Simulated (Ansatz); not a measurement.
# KTaTe3 (built on the sites of a database entry of KTaO3): a soft mode frozen in, part 2 of 2

Aim: this structure of KTaTe3 (built on the sites of a database entry of KTaO3) is to be tested for unstable modes, and one is followed downhill.

Ansatz 0.2.0; DFT PBEsol, scalar-relativistic, plane waves, PAW.

So far, highest frequency on the path or at a solved wavevector (cm⁻¹): step 2 (the dispersion) 209. Also lowest frequency on the path (cm⁻¹): step 2 -32.5.

The structure was built from a prototype and need not be the compound's stable phase.

## 5. Energy along the mode, all amplitudes (two of the runs are shown above)

An imaginary frequency means negative curvature, so the energy should fall and then rise again as anharmonic terms take over.

Numbers from this step:

| Quantity | Value |
| --- | --- |
| depth at the lowest point sampled | 31.72 meV/atom |
| largest atomic shift at that point | 0.6 Å |

The energy from the parent by largest atomic shift:

```
largest atomic shift (Å)  energy from the parent (meV/atom)
                   0.000                                  0
                   0.040                             -0.178
                   0.080                             -0.719
                   0.140                              -2.28
                   0.220                              -6.21
                   0.320                              -14.7
                   0.450                              -25.7
                   0.600                              -31.7
```

Displacement at unit largest shift by atom:

```csv
atom,x (Å),y (Å),z (Å),size
K1,0.00,0.00,0.00,0.00
K2,0.00,0.00,0.00,0.00
Ta3,0.00,0.00,0.00,0.00
Ta4,0.00,0.00,0.00,0.00
Te5,0.00,0.00,0.00,0.00
Te6,0.00,0.00,0.00,0.00
Te7,0.00,0.00,-1.00,1.00
Te8,0.00,0.00,1.00,1.00
Te9,0.00,1.00,0.00,1.00
Te10,0.00,-1.00,0.00,1.00
```

The lowest of the steps tried is the last one, at 0.6 Å, 31.7 meV/atom below the parent; the bottom of the well need not coincide with a step.

## 6. Relaxing from the distorted cell

Starting from the lowest point found, all atoms and the cell are let go, so that strain and other modes of the same symmetry can join in.

input.yaml

```yaml
crystal:
  lattice:
    - [-5.4478105987, 0.0, 0.0]
    - [0.0, -5.4478105987, -5.4478105987]
    - [0.0, -5.4478105987, 5.4478105987]
  atoms:
    - { symbol: K, position: [0.5, 1.0, 0.5] }
    - { symbol: K, position: [0.5, 0.5, 0.0] }
    - { symbol: Ta, position: [0.0, 0.5, 0.5] }
    - { symbol: Ta, position: [0.0, 0.0, 0.0] }
    - { symbol: Te, position: [0.5, 0.5, 0.5] }
    - { symbol: Te, position: [0.5, 0.0, 0.0] }
    - { symbol: Te, position: [0.0, 0.3050679937, 0.1949320063] }
    - { symbol: Te, position: [0.0, 0.6949320063, 0.8050679937] }
    - { symbol: Te, position: [0.0, 0.1949320063, 0.6949320063] }
    - { symbol: Te, position: [0.0, 0.8050679937, 0.3050679937] }
kpoints:
  mp_grid: { grid: [8, 6, 6] }
hamiltonian:
  xc: pbesol
scf:
  occupations: { method: methfessel_paxton, width: 0.2 }
output:
  forces: true
  stress: true
  eigenvalues: true
  write_density: true
  write_potential: true
  elf: true
  volumetric_format: npy
relax:
  adjacent_minimum: "off"
  f_tol: 0.002
  max_steps: 120
  cell: { stress_tol: 0.03 }
```

Command:

```console
> ansatz run input.yaml --threads 8 --pin off --max-ram 14336MiB --backend cpu --events-out ev --progress --plain --runs-dir out
```

Numbers of over 12 decimals in the logs are rounded to 6 here.

Output:

```text
[...]
Crystal: 10 atoms, lattice volume = 323.367 Å³
Basis set: ecut = 420 eV, 6287 PW (Γ), exchange–correlation on 80×108×108 points (8 copies of the dense FFT grid, shifted against one another)
Bands: 84, of which v1, the nominal top of the filled ones, is band 70 counted from 1 (69 counted from 0)
Symmetry: 16 space group operations
[...]
k-points: 50 of 288
[...]
SCF iter   1: F=—  HF=-64057.461054 eV  |F-HF|=—  |Δ(HF+E_count)|=         —  Δρ=2.63e-3  dr2=2.24e-2  ethr=1.77e-3  ⟨swp⟩=7.0  Hψ=17157  notcnv=0
[...]
SCF iter   7: F=-64057.456903 eV  HF=-64057.456903 eV  |F-HF|=1.93e-8  |Δ(HF+E_count)|=   1.51e-7  S|Δr|=    0.00e0  Δρ=2.10e-6  dr2=3.09e-8  ethr=7.14e-11  ⟨swp⟩=16.8  Hψ=32225  notcnv=0
SCF 1 converged in 7 iterations: F = -64057.456903 eV  dr2 = 3.09e-8
[...]
relax step   1: F+E_penalty+E_count = -64057.45690280 eV  Δ(F+E_penalty+E_count) = +0.000e0 eV  max|allowed force component| = 1.285e-2 eV/Å  Δτ_max = 0.0000 Å  P = -1.491 GPa  Ω = 323.367 Å³  (7 SCF iters, dr2 threshold 1.00e-7 eV, accepted)
Crystal: 10 atoms, lattice volume = 309.247 Å³
Basis set: ecut = 420 eV, 6107 PW (Γ), exchange–correlation on 80×108×108 points (8 copies of the dense FFT grid, shifted against one another)
[...]
SCF iter   6: F=-64057.614984 eV  HF=-64057.614985 eV  |F-HF|=4.46e-7  |Δ(HF+E_count)|=   5.37e-6  S|Δr|=    0.00e0  Δρ=1.32e-5  dr2=8.41e-7  ethr=7.14e-10  ⟨swp⟩=13.0  Hψ=35969  notcnv=0
SCF 2 converged in 6 iterations: F = -64057.614984 eV  dr2 = 8.41e-7
[...]
relax step   2: F+E_penalty+E_count = -64057.61498446 eV  Δ(F+E_penalty+E_count) = -1.581e-1 eV  max|allowed force component| = 2.070e-1 eV/Å  Δτ_max = 0.0474 Å  P = +0.480 GPa  Ω = 309.247 Å³  energy of the carried Pulay correction = +2.034e-3 eV  (6 SCF iters, dr2 threshold 1.00e-6 eV, accepted)
Crystal: 10 atoms, lattice volume = 301.370 Å³
Basis set: ecut = 420 eV, 5907 PW (Γ), exchange–correlation on 80×108×108 points (8 copies of the dense FFT grid, shifted against one another)
[...]
SCF iter   6: F=-64057.785623 eV  HF=-64057.785623 eV  |F-HF|=2.87e-7  |Δ(HF+E_count)|=   2.12e-6  S|Δr|=    0.00e0  Δρ=1.11e-5  dr2=4.42e-7  ethr=7.14e-10  ⟨swp⟩=15.5  Hψ=38093  notcnv=0
SCF 3 converged in 6 iterations: F = -64057.785623 eV  dr2 = 4.42e-7
  Residual-converged pass: ⟨swp⟩=1.0  Hψ=4402  notcnv=0  max |occ|·‖R‖ = 7.0e-9 eV (tolerance 1.0e-8 eV)  dr2=4.42e-7  dr2_onsite=4.10e-8  max |Δocc| = 1.3e-10
relax step   3: F+E_penalty+E_count = -64057.78562309 eV  Δ(F+E_penalty+E_count) = -1.706e-1 eV  max|allowed force component| = 1.424e-1 eV/Å  Δτ_max = 0.1952 Å  P = +0.601 GPa  Ω = 301.370 Å³  energy of the carried Pulay correction = +3.208e-3 eV  (6 SCF iters, dr2 threshold 1.00e-6 eV, accepted)
[...]
relax step   4: F+E_penalty+E_count = -64057.78540642 eV  Δ(F+E_penalty+E_count) = +2.167e-4 eV  max|allowed force component| = 3.255e-1 eV/Å  Δτ_max = 0.1951 Å  P = +0.165 GPa  Ω = 297.393 Å³  energy of the carried Pulay correction = +3.813e-3 eV  (6 SCF iters, dr2 threshold 1.00e-6 eV, rejected (line search))
[...]
relax step   5: F+E_penalty+E_count = -64057.82942666 eV  Δ(F+E_penalty+E_count) = -4.380e-2 eV  max|allowed force component| = 9.085e-2 eV/Å  Δτ_max = 0.0603 Å  P = -0.264 GPa  Ω = 303.794 Å³  energy of the carried Pulay correction = +2.844e-3 eV  (9 SCF iters, accepted)
[...]
relax step   6: F+E_penalty+E_count = -64057.83899989 eV  Δ(F+E_penalty+E_count) = -9.573e-3 eV  max|allowed force component| = 1.347e-2 eV/Å  Δτ_max = 0.0376 Å  P = -0.001 GPa  Ω = 301.064 Å³  energy of the carried Pulay correction = +3.254e-3 eV  (5 SCF iters, dr2 threshold 5.16e-7 eV, accepted)
[...]
relax step   7: F+E_penalty+E_count = -64057.83901178 eV  Δ(F+E_penalty+E_count) = -1.189e-5 eV  max|allowed force component| = 9.075e-3 eV/Å  Δτ_max = 0.0048 Å  P = -0.052 GPa  Ω = 301.134 Å³  energy of the carried Pulay correction = +3.244e-3 eV  (5 SCF iters, dr2 threshold 1.13e-8 eV, accepted)
[...]
relax step   8: F+E_penalty+E_count = -64057.83912826 eV  Δ(F+E_penalty+E_count) = -1.165e-4 eV  max|allowed force component| = 5.215e-4 eV/Å  Δτ_max = 0.0002 Å  P = +0.008 GPa  Ω = 300.855 Å³  energy of the carried Pulay correction = +3.286e-3 eV  (5 SCF iters, dr2 threshold 1.39e-8 eV, accepted)
Basis set: ecut = 420 eV, 5899 PW (Γ), exchange–correlation on 80×100×100 points (8 copies of the dense FFT grid, shifted against one another)
[...]
SCF iter   6: F=-64057.837031 eV  HF=-64057.837031 eV  |F-HF|=2.91e-11  |Δ(HF+E_count)|=  7.28e-12  S|Δr|=    0.00e0  Δρ=9.72e-8  dr2=3.45e-11  ethr=1.00e-12  ⟨swp⟩=6.9  Hψ=24425  notcnv=0
SCF 9 converged in 6 iterations: F = -64057.837031 eV  dr2 = 3.45e-11
relax step   9: F+E_penalty+E_count = -64057.83703056 eV  Δ(F+E_penalty+E_count) = +2.098e-3 eV  max|allowed force component| = 4.685e-4 eV/Å  Δτ_max = 0.0000 Å  P = +0.002 GPa  Ω = 300.855 Å³  stress off target by 3.97e-3 GPa  SCF on the basis re-selected at this cell (its energy is not comparable with the rows above)  (6 SCF iters)
basis re-selected at this cell: Δ(F+E_penalty+E_count) = +2.098e-3 eV, ΔP = -0.006 GPa vs the last step (what re-selecting the basis moved, of the pressure what is left beyond the Pulay correction that the steps carried, after the strain that the cell walked since its last selection, with what the two solves' SCF thresholds leave and, on support functions, any second-order correction that the steps lacked; it is no measure of the basis error at this ecutwfc). The dense FFT grid was sized anew with the basis: this SCF ran on 40×50×50 points, the steps before it on 40×54×54, so part of this shift can come from that change (see relax.cell in the input reference). [rest of the remark cut]
SCF converged after 6 iterations
[...]
Free energy (F): -64057.837031 eV
[...]
Internal energy: -64057.829658 eV  (E = F + TS)
E sigma→0 (E₀):  -64057.835187 eV
Entropy (-TS):   -0.007373 eV (-0.737 meV/atom)
Fermi energy:    9.039396 eV
[...]
--- Forces (eV/Å), atoms counted from 1 ---
  atom   1  K     -0.00000000     0.00000000     0.00000000
  atom   2  K      0.00000000     0.00000000     0.00000000
  atom   3  Ta    -0.00000000     0.00000000    -0.00000000
  atom   4  Ta     0.00000000     0.00000000    -0.00000000
  atom   5  Te    -0.00000000     0.00000000    -0.00000000
  atom   6  Te     0.00000000    -0.00000000     0.00000000
  atom   7  Te     0.00000000     0.00000000     0.00046851
  atom   8  Te    -0.00000000    -0.00000000    -0.00046851
  atom   9  Te    -0.00000000    -0.00046851    -0.00000000
  atom  10  Te     0.00000000     0.00046851     0.00000000
  max |Σ_I F_I| component: 4.34e-19 eV/Å
--- Stress (GPa, compression-positive) ---
        0.003971      -0.000000      -0.000000
       -0.000000       0.000744      -0.000000
       -0.000000      -0.000000       0.000744
  P = ⅓ Tr σ = 0.0018 GPa (0.018 kbar)
--- Band table (eV; the first three rows and the last of 50) ---
  k-point 0: bands = [... 66 lower, 8.2679, 8.4130, 8.4130, 8.6492, 8.6903, 9.3734, 9.7156, 9.7156, ... 10 higher]
  k-point 1: bands = [... 66 lower, 8.1230, 8.1909, 8.4314, 8.7101, 8.9392, 9.0063, 9.7438, 9.9420, ... 10 higher]
  k-point 2: bands = [... 66 lower, 7.7182, 7.9619, 8.2820, 8.6210, 9.2313, 9.4753, 9.9666, 10.0070, ... 10 higher]
  k-point 49: bands = [... 66 lower, 7.4608, 7.4608, 8.7662, 8.7662, 9.9606, 9.9606, 10.3166, 10.3166, ... 10 higher]
--- Relaxed structure (8 steps of the walk, 7 accepted, 1 SCFs on fresh bases) ---
  F+E_penalty+E_count = -64057.83703056 eV   max|allowed force component| = 4.685e-4 eV/Å   (the final SCF, on the basis selected at the relaxed cell)
  cell:  # Å, volume = 300.8553 Å³
    - [-5.720827, 0, 0.0]
    - [0, -5.127840, -5.127840]
    - [0, -5.127840, 5.127840]
  atoms:
    - { symbol: K, position: [0.5, 1.0, 0.500000] }
    - { symbol: K, position: [0.5, 0.500000, 0.0] }
    - { symbol: Ta, position: [0, 0.500000, 0.500000] }
    - { symbol: Ta, position: [0, 0, 0] }
    - { symbol: Te, position: [0.5, 0.500000, 0.500000] }
    - { symbol: Te, position: [0.5, 0, 0] }
    - { symbol: Te, position: [0, 0.336735, 0.163265] }
    - { symbol: Te, position: [0, 0.663265, 0.836735] }
    - { symbol: Te, position: [0, 0.163265, 0.663265] }
    - { symbol: Te, position: [0, 0.836735, 0.336735] }
```

Run time: 2.1 min. Hardware: 8 threads of Arm Neoverse V1, shared host; peak memory 2 GiB; 16 min of CPU time.

Step by step:

| step | energy less that of the first step (eV) | largest force component (eV/Å) | pressure (GPa) | volume (Å³) |
| --- | --- | --- | --- | --- |
| 1 | 0.0000 | 0.0129 | -1.49 | 323.37 |
| 2 | -0.1581 | 0.2070 | 0.48 | 309.25 |
| 3 | -0.3287 | 0.1424 | 0.60 | 301.37 |
| 4 | -0.3285 | 0.3255 | 0.17 | 297.39 |
| 5 | -0.3725 | 0.0909 | -0.26 | 303.79 |
| 6 | -0.3821 | 0.0135 | 0.00 | 301.06 |
| 7 | -0.3821 | 0.0091 | -0.05 | 301.13 |
| 8 | -0.3822 | 0.0005 | 0.01 | 300.86 |
| 9* | -0.3801 | 0.0005 | 0.00 | 300.86 |

Relaxation steps marked * repeat the geometry before them on a plane-wave basis chosen anew for their cell, so energy and pressure can jump there. Relaxation step 4 was tried and not accepted.

Forces are held to the 16 operations that the run works with; a distortion that breaks them can't arise in this run.

| cell as run | before | after | change |
| --- | --- | --- | --- |
| a (Å) | 5.448 | 5.721 | +5.0 % |
| b (Å) | 7.704 | 7.252 | -5.9 % |
| c (Å) | 7.704 | 7.252 | -5.9 % |
| volume (Å³/atom) | 32.34 | 30.09 | -7.0 % |

The atoms that moved most (Å, as changes of fractional coordinates times the final cell):

```csv
atom,dx,dy,dz,length
Te7,0.000,0.000,-0.325,0.325
Te8,0.000,0.000,0.325,0.325
Te10,0.000,-0.325,0.000,0.325
Te9,0.000,0.325,0.000,0.325
```

The relaxed structure:

```
K Ta Te
1.0
    -5.72083    0.00000    0.00000
     0.00000   -5.12784   -5.12784
     0.00000   -5.12784    5.12784
K Ta Te
2 2 6
Direct
  0.50000 0.00000 0.50000
  0.50000 0.50000 0.00000
  0.00000 0.50000 0.50000
  0.00000 0.00000 0.00000
  0.50000 0.50000 0.50000
  0.50000 0.00000 0.00000
  0.00000 0.33673 0.16327
  0.00000 0.66327 0.83673
  0.00000 0.16327 0.66327
  0.00000 0.83673 0.33673
```

This step gave:

```yaml
pressure: 0.001820 GPa
volume_per_atom: 30.09 Å³
```

Valence density in the ac plane at fractional y = 0.500, with atoms of K and Ta and Te within 0.2 Å of it. It is the smooth field of the valence electrons, not physical close to the nuclei.

Values in e/Å³, 20 rows by 16 columns, each cell a mean:
```
 0  0  0  0  0  0  2  4  4  3  1  0  0  0  0  0
 0  0  0  0  0  0  1  2  2  1  0  0  0  0  0  0
 0  0  0  0  0  0  0  0  0  0  0  0  0  0  0  0
 0  0  0  0  0  0  0  0  0  0  0  0  0  0  0  0
 0  0  0  0  0  0  0  0  0  0  0  0  0  0  0  0
 0  0  0  0  0  0  0  0  0  0  0  0  0  0  0  0
 0  0  0  0  0  0  0  0  0  0  0  0  0  0  0  0
 2  1  0  0  0  0  1  1  1  1  0  0  0  0  1  1
 4  3  1  0  0  1  2  6  7  4  1  0  0  0  2  4
 4  4  2  0  0  1  3 11 14  7  1  0  0  1  3  4
 4  4  1  0  0  1  3  9 11  6  1  0  0  1  2  4
 3  2  1  0  0  0  1  3  3  2  1  0  0  0  1  2
 1  0  0  0  0  0  0  1  1  0  0  0  0  0  0  1
 0  0  0  0  0  0  0  0  0  0  0  0  0  0  0  0
 0  0  0  0  0  0  0  0  0  0  0  0  0  0  0  0
 0  0  0  0  0  0  0  0  0  0  0  0  0  0  0  0
 0  0  0  0  0  0  0  0  0  0  0  0  0  0  0  0
 0  0  0  0  0  0  0  1  1  1  0  0  0  0  0  0
 0  0  0  0  0  0  1  3  3  2  1  0  0  0  0  0
 0  0  0  0  0  0  2  4  4  3  1  0  0  0  0  0
```
Columns run along a (5.7 Å), rows up along c (7.3 Å). Atoms in or near the plane, at fractional coordinates: K at (0.50, 0.00), Ta at (0.00, 0.50), Te at (0.50, 0.50).

ELF in the ac plane at fractional y = 0.500, with atoms of K and Ta and Te within 0.2 Å of it. It is the smooth field of the valence electrons, not physical close to the nuclei.

Values, 20 rows by 16 columns, each cell a mean:
```
0.46 0.43 0.34 0.15 0.07 0.54 0.86 0.81 0.76 0.85 0.80 0.25 0.08 0.24 0.39 0.45
0.54 0.55 0.50 0.27 0.06 0.28 0.75 0.86 0.86 0.84 0.58 0.11 0.12 0.39 0.53 0.55
0.55 0.58 0.58 0.40 0.10 0.07 0.32 0.56 0.61 0.48 0.18 0.05 0.22 0.51 0.59 0.56
0.56 0.58 0.57 0.42 0.15 0.03 0.04 0.09 0.11 0.07 0.03 0.06 0.27 0.51 0.59 0.57
0.58 0.57 0.51 0.34 0.15 0.08 0.12 0.15 0.16 0.14 0.10 0.10 0.23 0.43 0.55 0.58
0.46 0.45 0.38 0.25 0.18 0.26 0.47 0.60 0.63 0.56 0.37 0.20 0.20 0.31 0.42 0.46
0.22 0.20 0.19 0.21 0.30 0.53 0.66 0.67 0.67 0.67 0.62 0.42 0.25 0.20 0.19 0.21
0.53 0.37 0.17 0.20 0.46 0.62 0.55 0.48 0.46 0.51 0.59 0.59 0.34 0.15 0.24 0.47
0.60 0.67 0.39 0.23 0.54 0.58 0.40 0.18 0.12 0.27 0.49 0.62 0.39 0.23 0.56 0.66
0.18 0.62 0.55 0.27 0.56 0.55 0.29 0.06 0.07 0.11 0.43 0.61 0.40 0.33 0.68 0.42
0.40 0.66 0.49 0.25 0.55 0.56 0.34 0.09 0.06 0.17 0.46 0.61 0.40 0.29 0.64 0.56
0.66 0.56 0.26 0.21 0.51 0.61 0.49 0.35 0.30 0.41 0.54 0.61 0.36 0.18 0.39 0.63
0.29 0.21 0.15 0.20 0.38 0.60 0.62 0.59 0.58 0.60 0.63 0.52 0.29 0.16 0.16 0.25
0.33 0.32 0.29 0.23 0.22 0.39 0.61 0.71 0.72 0.68 0.52 0.29 0.21 0.25 0.31 0.33
0.56 0.54 0.46 0.30 0.15 0.14 0.25 0.35 0.37 0.32 0.20 0.13 0.20 0.38 0.51 0.55
0.57 0.58 0.55 0.39 0.15 0.05 0.04 0.05 0.06 0.05 0.04 0.07 0.25 0.48 0.58 0.58
0.55 0.58 0.58 0.42 0.13 0.04 0.14 0.30 0.35 0.24 0.07 0.05 0.25 0.52 0.59 0.56
0.55 0.57 0.55 0.33 0.08 0.16 0.58 0.79 0.82 0.73 0.39 0.07 0.17 0.46 0.57 0.56
0.51 0.49 0.41 0.20 0.07 0.43 0.83 0.85 0.84 0.86 0.73 0.18 0.09 0.31 0.46 0.51
0.41 0.38 0.29 0.12 0.08 0.60 0.86 0.75 0.65 0.83 0.83 0.29 0.07 0.20 0.34 0.40
```
Columns run along a (5.7 Å), rows up along c (7.3 Å). Atoms in or near the plane, at fractional coordinates: K at (0.50, 0.00), Ta at (0.00, 0.50), Te at (0.50, 0.50).

Electrostatic potential energy in the ac plane at fractional y = 0.500, with atoms of K and Ta and Te within 0.2 Å of it. With pseudopotentials it is smooth inside the atoms' cores, unlike the true potential.

Ten even steps from '_' (-40 eV) to '@' (13 eV), each cell a mean:
```
@@@@@@@@@@%%==____..**%%@@@@@@@@
%%@@@@@@@@%%**==--++%%@@@@@@@@@@
%%%%@@@@@@@@%%%%##%%@@@@@@@@@@%%
%%%%@@@@@@@@@@@@@@@@@@@@@@@@@@%%
%%@@@@@@@@@@@@@@@@@@@@@@@@@@@@%%
%%@@@@@@@@@@@@@@@@@@@@@@@@@@@@@@
##%%@@@@@@@@@@%%%%%%@@@@@@@@%%%%
--++##%%@@%%********##@@@@%%**==
__..++%%%%##**@@@@%%++%%%%**--__
____--##%%**##@@@@@@**##%%**..__
____==##%%**##@@@@@@++%%%%**::__
..--**%%@@%%**####****%%@@##++::
**##%%@@@@@@%%****##%%@@@@%%##**
%%%%@@@@@@@@@@@@@@@@@@@@@@@@@@%%
@@@@@@@@@@@@@@@@@@@@@@@@@@@@@@@@
%%%%@@@@@@@@@@@@@@@@@@@@@@@@@@%%
%%%%@@@@@@@@@@%%%%@@@@@@@@@@@@%%
%%%%@@@@@@@@%%**++##%%@@@@@@@@%%
@@@@@@@@@@%%++::..--##@@@@@@@@@@
@@@@@@@@@@##--____..++%%@@@@@@@@
```
Columns run along a (5.7 Å; values clipped at the 3rd and 97th percentile), rows up along c (7.3 Å). Atoms in or near the plane, at fractional coordinates: K at (0.50, 0.00), Ta at (0.00, 0.50), Te at (0.50, 0.50).

The distorted start has space group P4/mbm; the relaxation ends in P4/mbm.

## 7. The phases reached

The phases reached along the modes that were followed are set side by side.

Energies are those of the first relaxation, on the mesh of the frozen mode; space group, volume and gap are those of the last relaxation. Phases, by row:

| mode frozen in | space group | energy from parent (meV/atom) | volume (Å³/atom) | gap on mesh (eV) | lowest zone-centre optical mode (cm⁻¹) | largest shift (Å) |
| --- | --- | --- | --- | --- | --- | --- |
| parent | Pm-3m | 0 | 32.34 | 0 | – | – |
| q = (-0.5, -0.5, -0.5), 33i cm⁻¹ | I4/mcm | -74.51 | 30.02 | 0 | – | 0.901 |
| q = (-0.5, -0.5, -0.5), 33i cm⁻¹ | R-3c | -40.38 | 30.86 | 0 | – | 0.606 |
| q = (-0.5, -0.5, -0.5), 33i cm⁻¹ | Imma | -49.21 | 30.75 | 0 | – | 0.69 |
| q = (0, -0.5, -0.5), 31i cm⁻¹ | P4/mbm | -69.98 | 30.09 | 0 | – | 0.89 |

## 8. Outcome

```yaml
unstable_mode_of_the_parent: q = (0, -0.5, -0.5), 31i cm⁻¹
depth_at_the_lowest_point_sampled: 31.7 meV/atom
largest_atomic_shift_at_that_point: 0.6 Å
space_group_reached_within_0p01_a: P4/mbm
energy_gained_over_the_parent_first_relaxation_on_the_mesh_of_the_frozen_mode: 70.0 meV/atom
volume_per_atom_phase_reached: 30.1 Å³
```

In words: Along this mode the structure falls into P4/mbm, 70.0 meV/atom below the parent. At the parent's cell the well is 31.72 meV/atom deep on the steps tried, with its lowest point at a shift of 0.6 Å. That is the last step tried, so the steps alone don't bracket the bottom of the well. Relaxing atoms and cell changes the gain by +38.26 meV/atom against the lowest step (energies at zero smearing). The modes of the phase reached were not computed on this path. Of the 4 patterns followed to their end from this parent, this one ends 4.53 meV/atom above the lowest, I4/mcm. Each path keeps the symmetry of its pattern, so a lower phase may lie along a pattern not tried. With no gap, or one that is small against the smearing, the frequencies hang on the k mesh and the smearing, most of all near Kohn anomalies. Spin-orbit coupling is left out, which can matter for the heavy elements here. The starting cell was built on a prototype and not taken from a measurement, so the phase need not exist.

[Logs are printed without paths, hosts, clocks, repeated set-up lines and the standing remarks that a program may print on its own settings, such as how far it seeks lower states.]

[Hosts, paths, dates, database ids (printed as entryN), source tags and the programs' standing remarks are cut or masked in the printed files.]
